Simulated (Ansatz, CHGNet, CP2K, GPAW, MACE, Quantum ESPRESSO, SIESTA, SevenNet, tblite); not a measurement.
**GPAW runs on H16C6Br2N2O (Pca2_1) (108 atoms)**

Aim: run H16C6Br2N2O (Pca2_1) (108 atoms) in GPAW and see how near its forces come to a plane-wave reference, and at what cost.

Method: the method is named at each step, in GPAW 26.7.0.

## 1. The starting structure

The cell holds 108 atoms: 64 H, 24 C, 8 Br, 8 N and 4 O. Cell: a = 12.383 Å, b = 8.319 Å, c = 9.881 Å, α = 90.0°, β = 90.0°, γ = 90.0°. It derives from H16C6Br2N2O (Pca2_1), repeated 1×1×1. H16C6Br2N2O, space group Pca2_1, structure from the Crystallography Open Database, 1 x 1 x 1 conventional cells; every coordinate displaced by a Gaussian of 0.02 Å; bonds to H set to neutron lengths (C-H 1.089, N-H 1.015, O-H 0.983, B-H 1.19 Å) where the listed ones are shorter. Then every atom was moved at random, 0.03 Å r.m.s. a Cartesian component (hydrogen 0.6 of that).

The yardstick, on the same geometry:

```
method                                           : Kohn-Sham DFT, PBE, SSSP efficiency 1.3.0 pseudopotentials, plane waves (Quantum ESPRESSO 7.5); sssp-pbe-1.3.0-efficiency, cutoffs 60/480 Ry, Γ point
r.m.s. force component                           : 1.288 eV/Å
longest force                                    : 6.804 eV/Å
pressure                                         : 3.086 GPa
gap (highest filled to lowest empty level) : 4.744 eV
time                                             : 2.1 min on 2 MPI ranks of Arm Neoverse V1, shared host
CPU time                                         : 4.3 min
```

## 2. PBE, LCAO dzp, h 0.18 Å

Method: Kohn-Sham DFT, PBE, PAW, atomic orbitals (dzp).

The input, run.py:

```python
import numpy as np
from ase.io import read
from gpaw import GPAW, FermiDirac
from ase.parallel import parprint as print

atoms = read("structure.xyz")
atoms.calc = GPAW(
    mode="lcao",
    basis="dzp",
    h=0.18,
    xc="PBE",
    kpts={"size": (1, 1, 1), "gamma": True},
    occupations=FermiDirac(0.05),
    maxiter=200,
    symmetry={"point_group": False},
    txt="gpaw.txt",
)
energy = atoms.get_potential_energy(force_consistent=True)
forces = atoms.get_forces()
print(f"energy {energy:.6f} eV")
print("forces (eV/A)")
for i, (a, f) in enumerate(zip(atoms, forces)):
    print(f"{i:4d} {a.symbol:2s} {f[0]:10.5f} {f[1]:10.5f} {f[2]:10.5f}")
print(f"Fermi level {atoms.calc.get_fermi_level():.4f} eV")
for k in range(len(atoms.calc.get_ibz_k_points())):
    for s in range(atoms.calc.get_number_of_spins()):
        e = atoms.calc.get_eigenvalues(kpt=k, spin=s)
        n = np.searchsorted(e, atoms.calc.get_fermi_level())
        print(f"k {k} spin {s} levels about the Fermi level:", np.round(e[max(n - 6, 0):n], 4).tolist(), "|", np.round(e[n:n + 6], 4).tolist())
```

The input, structure.xyz:

```xyz
108
Lattice="12.38280 0.00000 0.00000 0.00000 8.31850 0.00000 0.00000 0.00000 9.88060" Properties=species:S:1:pos:R:3 pbc="T T T"
H 2.74205 6.14729 1.84797
H 9.70675 2.20124 6.81514
H 8.92812 2.24708 1.87208
H 3.47189 6.15927 6.83253
H 1.16869 5.66889 1.14753
H 11.23058 2.58622 6.04554
H 7.39488 2.68388 1.12530
H 4.93133 5.65916 6.09584
H 1.76046 3.97242 2.63792
H 10.63905 4.35174 7.63039
H 7.94109 4.33211 2.67349
H 4.43118 3.95969 7.69541
H 2.08564 5.14932 3.95431
H 10.31822 3.19231 8.90499
H 8.28446 3.23299 3.97348
H 4.06614 5.13925 8.93295
H 11.80997 5.28824 2.82931
H 0.49940 3.02053 7.81289
H 5.66501 2.98959 2.86014
H 6.75618 5.30279 7.82603
H 12.10877 3.90853 3.64298
H 0.25026 4.46429 8.56638
H 5.93223 4.43925 3.62262
H 6.40773 3.87559 8.53605
H 0.46745 5.34297 5.58728
H 11.90656 3.00564 0.63354
H 6.66405 2.98318 5.59943
H 5.70315 5.31993 0.64589
H 11.19232 5.01131 5.23958
H 1.24682 3.28556 0.31065
H 4.93120 3.30769 5.25431
H 7.39748 5.00890 0.29662
H 11.58089 7.26837 3.78881
H 0.82643 1.03025 8.76992
H 5.35729 1.04306 3.80759
H 7.01882 7.22628 8.70659
H 10.88782 7.20981 5.41971
H 1.51305 1.06984 0.43603
H 4.70398 1.10902 5.36428
H 7.71399 7.22395 0.45569
H 0.22945 0.56158 5.16993
H 12.16090 7.75342 0.18091
H 6.45181 7.70576 5.08288
H 5.99749 0.52997 0.19564
H 0.58335 7.76881 6.30086
H 11.77456 0.53721 1.37311
H 6.77624 0.57581 6.33722
H 5.61770 7.83553 1.37637
H 2.18569 6.70887 4.86936
H 10.15575 1.65289 9.79563
H 8.39938 1.64839 4.83458
H 3.97067 6.67601 9.78011
H 2.55395 0.04875 5.25016
H 9.81015 8.31592 0.33792
H 8.77730 8.23057 5.27832
H 3.63299 0.04076 0.34345
[... 48 atom lines left out ...]
O 1.10281 7.35988 2.41116
O 11.19975 0.99464 7.36599
O 7.29892 1.09621 2.40869
O 5.01479 7.28867 7.29287
```

Started as:

```console
$ OMP_NUM_THREADS=1 mpirun -np 2 gpaw python run.py > output.txt
```

The log of the run:

```text
energy -546.202605 eV
forces (eV/A)
   0 H     0.32128   -0.07779   -0.12551
   1 H    -0.94521    0.49209   -0.43855
   2 H     1.96857   -0.27161   -0.23751
   3 H    -2.68958   -0.29931   -0.41693
   4 H    -1.15000    0.01645   -1.99228
   5 H     1.80644    0.39146   -2.91085
   6 H     0.06725   -0.67342    0.09566
   7 H     1.64476   -0.69025   -2.91785
   8 H     0.16880   -0.39094    0.01863
   9 H    -0.01611    0.80862   -0.28483
  10 H     0.22279    1.54023   -0.55618
  11 H    -0.88364   -2.56245   -0.97836
  12 H     0.40741   -0.34569    0.42159
  13 H    -0.06362    0.18443   -0.25909
  14 H     0.31627    0.23137    0.50695
  15 H    -0.45434   -0.23357    0.79443
  16 H    -0.87361    0.03753   -0.80774
  17 H     2.39903   -0.78368   -2.34615
  18 H    -1.50785   -0.32283   -1.17043
  19 H     0.58140   -0.31074   -0.91358
  20 H    -0.76272   -3.32172   -0.02477
  21 H     0.60890    1.12463    0.00884
  22 H    -0.60333    1.48065   -0.01216
  23 H     1.61122   -5.32818    0.22726
[...]
100 N    -2.31873   -0.72873   -0.63668
 101 N    -1.12230   -3.68905   -0.35858
 102 N     0.95073   -2.09412   -4.05154
 103 N    -0.15070   -0.22238    4.75975
 104 O    -1.33062   -2.53193   -2.24763
 105 O     3.95403    1.45887   -2.83297
 106 O    -0.25337   -2.77416    0.46899
 107 O     2.25679   -0.07625   -0.19785
Fermi level 2.3786 eV
k 0 spin 0 levels about the Fermi level: [0.5408, 0.5789, 0.6213, 0.6697, 0.6813, 0.7663] | [5.5555, 6.1039, 6.2033, 6.2951, 6.4435, 6.4744]
```

gpaw.txt:

```text
Input parameters:
  mode=LCAO(),
  basis={'default': 'dzp'},
  h=0.18,
  kpts=MonkhorstPack(size=(1, 1, 1), gamma=True),
  maxiter=200,
  occupations=Occupations(name='fermi-dirac', width=0.05, fixmagmom=False),
  symmetry=Symmetry(point_group=False),
  xc=XC(name='PBE')
Unit cell  # Å
| periodic |         x |        y |        z |   lengths |    angles |
|----------|-----------|----------|----------|-----------|-----------|
|      yes | 12.382800 | 0.000000 | 0.000000 | 12.382800 | 90.000000 |
|      yes |  0.000000 | 8.318500 | 0.000000 |  8.318500 | 90.000000 |
|      yes |  0.000000 | 0.000000 | 9.880600 |  9.880600 | 90.000000 |
Number of symmetries: 1
Symmetry operations  # r_c * U_cc + t_c -> r_c
|   | kind |            matrix            |
|---|------|------------------------------|
| 0 |  E   |  1, 0, 0,  0, 1, 0,  0, 0, 1 |
BZ-sampling:
  Number of BZ points: 1
  Number of IBZ points: 1
  Monkhorst-Pack size: [1, 1, 1]
  Monkhorst-Pack shift: [0, 0, 0]
[... lines left out ...]
        l=1, rc=5.3906 Bohr: 2p-sz confined orbital
        l=0, rc=2.2969 Bohr: 2s-dz split-valence wave
        l=1, rc=2.8906 Bohr: 2p-dz split-valence wave
        l=2, rc=5.3906 Bohr: d-type Gaussian polarization
      Number of RI-basis functions 0
Reference energy: -612697.608227  # eV
eigensolver:
density mixing:
  MSR1-Mixer
occupation numbers:
  Fermi-Dirac:
    width: 0.0500  # eV
FastPoissonSolver using
    Stencil: 6*3+1=19 point O(h^6) finite-difference Laplacian
xc functional:
  name: PBE with 2 nearest neighbor stencil
interpolation: tri-quintic # 5. degree polynomial
Initialization done in: 5.533 s
convergence criteria:
- Maximum [total energy] change in last 3 cyles: 0.0005 eV / valence electron
- Maximum integral of absolute [dens]ity change: 0.0001 electrons / valence electron
- Maximum integral of absolute [eigenst]ate change: 4e-08 eV^2 / valence electron
maximum number of iterations: 200
SCF iterations
|iter     |      energy | eigst |  dens |
|---------|-------------|-------|-------|
|iter:   1| -558.276075 |      c|       |
|iter:   2| -556.349584 |      c| -0.82 |
|iter:   3| -546.231937 |      c| -0.85 |
|iter:   4| -546.195007 |      c| -1.47 |
|iter:   5| -546.202708c|      c| -2.10 |
|iter:   6| -546.202594c|      c| -2.81 |
|iter:   7| -546.202605c|      c| -3.30 |
|iter:   8| -546.202605c|      c| -3.86 |
|iter:   9| -546.202605c|      c| -4.42c|
Converged in 9 steps
SCF loop duration: 32.531 s (3.615 s/step)
Energy contributions relative to reference atoms: (reference = -612697.608227)
Energy contributions:
  Kinetic:         529.456599
  Coulomb:        -559.397450
  Zero:              4.082876
  External:          0.000000
  Xc:             -520.344629
  Entropy:          -0.000000
  Spinorbit:         0.000000
  ----------------------------
  Free energy:    -546.202605
  Extrapolated:   -546.202605
dipole moment: (1.415035, 1.223787, 61.971724)  # |e|*Ang
Fermi level: 2.379
Eigenvalues  # (at kpt = [0.000, 0.000, 0.000])
| band index |      eig [eV] | occ [0-2] |
|------------|---------------|-----------|
|          0 |       -20.956 |     2.000 |
|        ... |               |           |
|        132 |         0.495 |     2.000 |
|        133 |         0.539 |     2.000 |
[...]
|        147 |         6.574 |     0.000 |
|        ... |               |           |
|        171 |         8.388 |     0.000 |
Gap: 4.789 eV
Transition (v -> c):
  (s=0, k=0, n=139, [0.00, 0.00, 0.00]) -> (s=0, k=0, n=140, [0.00, 0.00, 0.00])
No difference between direct/indirect transitions
Force computation time: 7.842  # s
```

Run time: 50 s. Hardware: 2 MPI ranks of Arm Neoverse V1, shared host; peak memory 1.3 GiB; 98 s of CPU time.

Banners, paths, timers and routine set-up lines are dropped from the logs unmarked, and long logs keep their key lines alone; longer cuts are marked.

Against the reference:

```
r.m.s. force component                           : 1.452 eV/Å
r.m.s. difference of force components            : 322.2 meV/Å
longest difference of force vectors              : 951.2 meV/Å
force difference over r.m.s. force               : 25.01 %
slope of forces against the reference's          : 1.104
correlation of force components                  : 0.9794
gap (highest filled to lowest empty level) : 4.789 eV
gap difference                                   : 0.0457 eV
```

This run lies far from the reference in forces at the same functional.

Length of the force difference by element (eV/Å):

```csv
element,atoms,mean,most
Br,8,0.028,0.042
C,24,0.48,0.67
H,64,0.59,0.95
N,8,0.60,0.83
O,4,0.55,0.65
```

Levels nearest the highest filled one (eV from it): -0.23, -0.19, -0.14, -0.10, -0.09, 0.00, 4.79, 5.34, 5.44, 5.53, 5.68, 5.71.

The surroundings of N100, which bears the longest force, nearest first, numbered as they follow in the input and with coordinates relative to it.

```csv
atom,x,y,z,distance (Å),bonds,Fx,Fy,Fz (eV/Å)
N100,0.00,0.00,0.00,0.00,4,-3.27,6.77,-0.60
H24,0.24,-0.92,0.00,0.95,1,1.61,-5.33,0.23
H20,0.59,0.51,-0.71,1.06,1,0.58,-0.31,-0.91
C76,0.34,0.69,1.27,1.48,4,-1.23,0.17,0.97
C72,-1.50,0.11,-0.47,1.57,4,2.23,2.76,0.25
H32,1.23,0.22,1.64,2.06,1,1.24,-0.60,0.51
H12,-1.74,-0.83,-0.85,2.11,1,-0.88,-2.56,-0.98
H28,-0.47,0.53,1.99,2.11,1,-0.55,-0.78,0.62
H16,-2.10,0.35,0.39,2.17,1,-0.45,-0.23,0.79
```

Atoms are counted from 1 here, from 0 in the log.

Forces lie 25 % from the reference's, at 0.38 times its CPU time.

## 3. PBE, LCAO sz(dzp), h 0.18 Å

Method: Kohn-Sham DFT, PBE, PAW, atomic orbitals (sz(dzp)).

Edit run.py of step 2 so:

```diff
@@ -3,3 +3,2 @@
 from gpaw import GPAW, FermiDirac
-from ase.parallel import parprint as print
 
@@ -8,3 +7,3 @@
     mode="lcao",
-    basis="dzp",
+    basis="sz(dzp)",
     h=0.18,
```

structure.xyz is that of step 2.

Started as:

```console
$ OMP_NUM_THREADS=1 python run.py > output.txt
```

The log of the run:

```text
energy -442.833369 eV
forces (eV/A)
   0 H     3.44585    0.12306   -0.46317
   1 H    -4.22769    0.34765   -0.68129
   2 H     5.47603   -0.13609   -0.74029
   3 H    -6.37583    0.15364   -0.81759
   4 H    -2.68011   -1.41586   -5.00763
   5 H     3.37049    1.71412   -6.47129
   6 H    -0.99516    0.51824   -2.34912
   7 H     3.14341   -2.12241   -6.30534
   8 H     1.23819   -3.13930   -1.26421
   9 H    -1.20170    3.51151   -1.45609
  10 H     1.32484    4.41871   -1.91407
  11 H    -1.94098   -5.91295   -2.37276
  12 H     2.13868    0.15703    2.62996
  13 H    -1.70477   -0.20817    1.67172
  14 H     2.00384   -0.10161    2.63861
  15 H    -2.19970    0.34703    3.02563
  16 H    -3.79537    1.94476   -4.23773
  17 H     5.42305   -2.98165   -6.13262
  18 H    -4.32753   -2.39790   -4.85389
  19 H     3.37781    1.74912   -4.32573
  20 H    -2.23069   -7.96581    0.25340
  21 H     1.80638    5.28422    0.08778
  22 H    -1.76142    5.75205   -0.00130
  23 H     2.94903  -10.42931    0.11108
[...]
100 N    -2.61872   -2.68191   -2.78007
 101 N    -2.46210   -2.39130   -2.28210
 102 N     1.46915   -0.90276   -6.07345
 103 N    -0.59949   -2.25727    3.20038
 104 O    -4.88771   -2.66316   -4.06124
 105 O     7.11538    1.38980   -4.40216
 106 O    -3.70117   -4.63819    0.05940
 107 O     5.28759    0.65515   -1.63214
Fermi level 4.3535 eV
k 0 spin 0 levels about the Fermi level: [2.4697, 2.5788, 2.5847, 2.7283, 2.7709, 2.923] | [5.9053, 6.0026, 6.1676, 6.3671, 6.4983, 6.5274]
```

gpaw.txt:

```text
Input parameters:
  mode=LCAO(),
  basis={'default': 'sz(dzp)'},
  h=0.18,
  kpts=MonkhorstPack(size=(1, 1, 1), gamma=True),
  maxiter=200,
  occupations=Occupations(name='fermi-dirac', width=0.05, fixmagmom=False),
  symmetry=Symmetry(point_group=False),
  xc=XC(name='PBE')
Unit cell  # Å
| periodic |         x |        y |        z |   lengths |    angles |
[... lines left out ...]
  Fermi-Dirac:
[... lines left out ...]
convergence criteria:
- Maximum [total energy] change in last 3 cyles: 0.0005 eV / valence electron
[... lines left out ...]
Converged in 9 steps
[... lines left out ...]
  Free energy:    -442.833369
  Extrapolated:   -442.833369
dipole moment: (1.378137, 1.090449, 59.985581)  # |e|*Ang
Fermi level: 4.353
Eigenvalues  # (at kpt = [0.000, 0.000, 0.000])
| band index |      eig [eV] | occ [0-2] |
|------------|---------------|-----------|
|          0 |       -22.048 |     2.000 |
|        ... |               |           |
|        132 |         2.384 |     2.000 |
|        133 |         2.455 |     2.000 |
[...]
|        147 |         6.802 |     0.000 |
|        ... |               |           |
|        171 |         9.466 |     0.000 |
Gap: 2.982 eV
Transition (v -> c):
  (s=0, k=0, n=139, [0.00, 0.00, 0.00]) -> (s=0, k=0, n=140, [0.00, 0.00, 0.00])
No difference between direct/indirect transitions
Force computation time: 3.453  # s
timing:  # [seconds]
  Total:  30.513  # ━━━━━━━━━━━━━━━━━━━━━━━━━━━━━━━━━━━━━━━━━━━━━━━━━━━━━━━━━
  Init:    6.768  # ━━━━━━━━━━━━╸
  SCF:    20.261  # ━━━━━━━━━━━━━━━━━━━━━━━━━━━━━━━━━━━━━━
  Forces:  3.453  # ━━━━━━╸
```

The job ended after 32 s (1 thread; peak memory 0.87 GiB).

Numbers from this run, and their distance from the reference:

```
r.m.s. force component                           : 2.847 eV/Å
r.m.s. difference of force components            : 2128 meV/Å
longest difference of force vectors              : 6226 meV/Å
force difference over r.m.s. force               : 165.2 %
slope of forces against the reference's          : 1.578
correlation of force components                  : 0.7139
gap (highest filled to lowest empty level) : 2.982 eV
gap difference                                   : -1.761 eV
```

This is a coarse setting, run to see what it loses.

Against the first run (25 %), the force difference from the reference is 165 %, at 0.33 times the CPU time (on 1 against 2 cores), with 240 basis functions against 892: the smaller basis costs accuracy.

[end of part 1 of 2]

[Also dropped from logs without a mark: logging warnings of Python, and SIESTA's first energy breakdown and zero terms.]

[Logs are printed without paths, hosts, clocks, repeated set-up lines and the standing remarks that a program may print on its own settings, such as how far it seeks lower states.]

[Hosts, paths, dates, database ids (printed as entryN), source tags and the programs' standing remarks are cut or masked in the printed files.]
